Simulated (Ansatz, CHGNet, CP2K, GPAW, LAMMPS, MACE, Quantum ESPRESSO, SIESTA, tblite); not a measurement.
**Other levels on glassy 69SiO2-10CaO-10Na2O-10BaO (mol %) (81 atoms)**

Density of this cell: 2.93 g/cm³. The cell holds 81 atoms: 20 Si, 3 Ca, 6 Na, 3 Ba and 49 O. Cell: a = 10.453 Å, b = 10.453 Å, c = 10.453 Å, α = 90.0°, β = 90.0°, γ = 90.0°. 81 atoms (20 Si, 3 Ca, 6 Na, 3 Ba, 49 O) placed at random at 2.8 g/cm³, melted at 4000 K for 10 ps at fixed volume with the Morse and Coulomb pair potential with partial charges (Pedone, Malavasi, Menziani, Cormack and Segre, J. Phys. Chem. B 110, 11780 (2006)). Quenched from 4000 K to 300 K at 8 K/ps and fixed volume, held 10 ps at zero pressure.

Geometry: as built.

The reference, a calculation:

```
method                                           : Kohn-Sham DFT, PBE, PAW, plane waves (Ansatz 0.2.0); cutoff 420 eV, Γ point, fermi-dirac smearing of 0.05 eV; PAW set soft_2
r.m.s. force component                           : 1.293 eV/Å
longest force                                    : 5.352 eV/Å
pressure                                         : 5.46 GPa
gap (highest filled to lowest empty level) : 2.944 eV
SCF cycles                                       : 9
time                                             : 6.8 s on 8 threads of Arm Neoverse V2, shared host
CPU time                                         : 49 s
```

Runs, in no order:
A. MACE MP-0b3 medium potential: machine-learned interatomic potential MACE MP-0b3 medium, trained on PBE(+U) plane-wave data
B. CP2K PBE, DZVP-MOLOPT-SR, 800/50 Ry, diagonalisation: Kohn-Sham DFT, PBE, GTH-PBE pseudopotentials, Gaussian and plane waves, DZVP-MOLOPT-SR-GTH, diagonalisation
C. GPAW PBE, LCAO dzp, h 0.18 Å: Kohn-Sham DFT, PBE, PAW, atomic orbitals (dzp)
D. SIESTA PBE, TZP, shift 0.01 Ry, mesh 500 Ry: Kohn-Sham DFT, PBE, PseudoDojo 0.4.1 norm-conserving pseudopotentials (converted to PSML), numerical atomic orbitals (TZP), diagonalisation
E. QE PBE, gbrv-1.5, 40/200 Ry: Kohn-Sham DFT, PBE, GBRV 1.5 ultrasoft pseudopotentials, plane waves

**Question.** Rank the runs by how far their forces lie from the reference's, least first.

E, A, B, D, C.

```tsv
run	Δ force, r.m.s. (meV/Å)	share of r.m.s. force (%)	CPU time
E. QE PBE, gbrv-1.5, 40/200 Ry	15.7	1.22	4.4 min
A. MACE MP-0b3 medium potential	86.4	6.68	7 s
B. CP2K PBE, DZVP-MOLOPT-SR, 800/50 Ry, diagonalisation	129	9.94	4.5 min
D. SIESTA PBE, TZP, shift 0.01 Ry, mesh 500 Ry	195	15.1	6.5 min
C. GPAW PBE, LCAO dzp, h 0.18 Å	376	29.0	5 min
```

Machine-learned potentials mimic data converged in k, so the reference's own k-point error enters their differences. The network of bonds at the start is that of the classical potential that made the cell, and needn't be the one that DFT or experiment would give. The electronic-structure runs sample only Γ, in a cell whose shortest periodic width is 10 Å.

[Logs are printed without paths, hosts, clocks, repeated set-up lines and the standing remarks that a program may print on its own settings, such as how far it seeks lower states.]

[Hosts, paths, dates, database ids (printed as entryN), source tags and the programs' standing remarks are cut or masked in the printed files.]
